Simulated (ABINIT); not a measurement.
Planning a run of ABINIT 10.8.3 on Cl (Cmce). The input:

```
acell 3*1.0 Angstrom
rprim 
  3.145000000000 -2.250000000000 0.000000000000
  3.145000000000 2.250000000000 0.000000000000
  0.000000000000 0.000000000000 8.210000000000
ntypat 1
znucl 17
natom 4
typat 1 1 1 1
xred 
  0.870000000000 0.130000000000 0.100000000000
  0.630000000000 0.370000000000 0.600000000000
  0.130000000000 0.870000000000 0.900000000000
  0.370000000000 0.630000000000 0.400000000000
pp_dirpath "pseudos"
pseudos "Cl.upf"
ecut 25
ngkpt 6 6 4
nshiftk 1
shiftk 0 0 0
kptopt 1
chksymbreak 0
nband 20
occopt 1
tolvrs 1e-10
nstep 60
prtwf 0
indata_prefix "in"
outdata_prefix "out"
tmpdata_prefix "tmp"
```

```sh
OMP_NUM_THREADS=1 mpirun -n 4 abinit run.abi > log
```

How long will it take on 4 MPI ranks of Arm Neoverse V1, shared host, and how much memory?

It took 32 s; on shared hardware allow 16 s to 64 s. Peak host memory was 0.36 GiB.

[Paths, hosts, dates, memory and timing lines, banners, echoed tables and standing remarks are left out of the program output.]

[Logs are printed without paths, hosts, clocks, repeated set-up lines and the standing remarks that a program may print on its own settings, such as how far it seeks lower states.]

[Runs of the session that timed out or met a known fault of the program may be left out.]

[Hosts, paths, dates, database ids (printed as entryN), source tags and the programs' standing remarks are cut or masked in the printed files.]

[G0W0 gaps are taken among the corrected bands and points alone; a level outside them can change the order at an edge.]

[Where Ansatz stands beside ABINIT at settings called matched, ABINIT's density can come from a denser mesh and the files from another edition; pairs whose starting gaps differed by over 0.03 eV were left out, so agreement reads better than it is.]
